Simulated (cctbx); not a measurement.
# Accept or mend?

Cell a = 4.9070 Å, b = 18.1170 Å, c = 9.6560 Å, α = 90.00°, β = 90.00°, γ = 90.00°; space group Cmcm (no. 63).

The data are simulated with cctbx, not measured: Ga Kα, λ = 1.3414 Å, to d = 0.83 Å, 50 % of the full sphere, strongest reflection 20000 counts, noise from counting, a 2 % proportional error and a noise floor of 8 counts (s.d.); no absorption.

An anisotropic refinement with weights 1/σ² prints:

```text
Rint 0.023, 456 unique reflections to 0.83 A
cycle     R1     wR2    GooF  max shift (A)
   1  0.0857  0.1728   7.127   0.01275
   2  0.0842  0.1679   6.924   0.00002
final R1 0.0842 wR2 0.1679 GooF 6.924  parameters 24  data/parameter 19.0
atom        x        y        z      Ueq    occ   su(xyz)  su(Uiso or U11)
Pb1    0.50000  0.05543  0.25000   0.0012  1.000  0.00010  0.0009  NPD
Ce1    0.00000  0.00000  0.00000   0.0031  1.000  0.00000  0.0013
Ce2    0.00000  0.20614  0.25000   0.0016  1.000  0.00014  0.0013
Mg1    0.00000  0.34186  0.98787   0.0012  1.000  0.00114  0.0055  NPD
Mg2    0.00000  0.18583  0.89832   0.0060  1.000  0.00127  0.0057
difference map: max 34.94 min -4.27 rms 1.02
Q1    0.0000  0.3975  0.2500    4   35.24  2.72 A from Mg1
Q2    0.0000  0.2094  0.2500    4    4.08  0.06 A from Ce2
Q3    0.0000  0.4362  0.7500    4    3.23  0.15 A from Pb1
Q4    0.0000  0.2675  0.7500    4    2.24  2.06 A from Mg2
Q5    0.0000  0.0000  0.0000    4    2.05  0.00 A from Ce1
Q6    0.0000  0.0082  0.7088    8    1.91  2.02 A from Ce1
```

Q: Accept it or mend it, and why?

Mend it. The fault: an atom left out, Mg at (0, 0.3964, 1/4). Against the right model at the same level, R1 goes from 0.0109 to 0.0842 and GooF from 0.91 to 6.92, the top difference peak, 35.2 e/Å³, lies 2.72 Å from Mg1 and Pb1 and Mg1 go non-positive-definite. Q1 is the missing atom. With scattering power missing, scale and phases suffer, so peaks may also grow on the heavy atoms.

The compound is Ce2Mg5Pb. The right model at the same level gives:

```text
Rint 0.023, 456 unique reflections to 0.83 A
cycle     R1     wR2    GooF  max shift (A)
   1  0.0150  0.0314   1.301   0.00164
   2  0.0109  0.0220   0.912   0.00000
final R1 0.0109 wR2 0.0220 GooF 0.912  parameters 28  data/parameter 16.3
atom        x        y        z      Ueq    occ   su(xyz)  su(Uiso or U11)
Pb1    0.50000  0.05551  0.25000   0.0024  1.000  0.00001  0.0001
Ce1    0.00000  0.00000  0.00000   0.0036  1.000  0.00000  0.0002
Ce2    0.00000  0.20612  0.25000   0.0017  1.000  0.00002  0.0002
Mg1    0.00000  0.39645  0.25000   0.0057  1.000  0.00012  0.0010
Mg2    0.00000  0.34244  0.98709   0.0061  1.000  0.00016  0.0008
Mg3    0.00000  0.18553  0.89854   0.0096  1.000  0.00017  0.0007
difference map: max 0.87 min -0.93 rms 0.17
Q1    0.0000  0.5000  0.0000    4    0.87  2.45 A from Ce1
Q2    0.1493  0.1254  0.7500    8    0.67  1.77 A from Mg1
Q3    0.0000  0.2111  0.5267    8    0.59  0.86 A from Mg3
Q4    0.0000  0.0715  0.7500    4    0.56  2.52 A from Mg3
Q5    0.0000  0.4536  0.1935    8    0.56  1.17 A from Mg1
Q6    0.0000  0.4035  0.0710    8    0.53  1.37 A from Mg2
```

The model is made up (kin elements in a known structure type, no relaxation), so it says nothing on whether the phase exists.

[Middle refinement cycles are left out of these outputs.]

[Logs are printed without paths, hosts, clocks, repeated set-up lines and the standing remarks that a program may print on its own settings, such as how far it seeks lower states.]
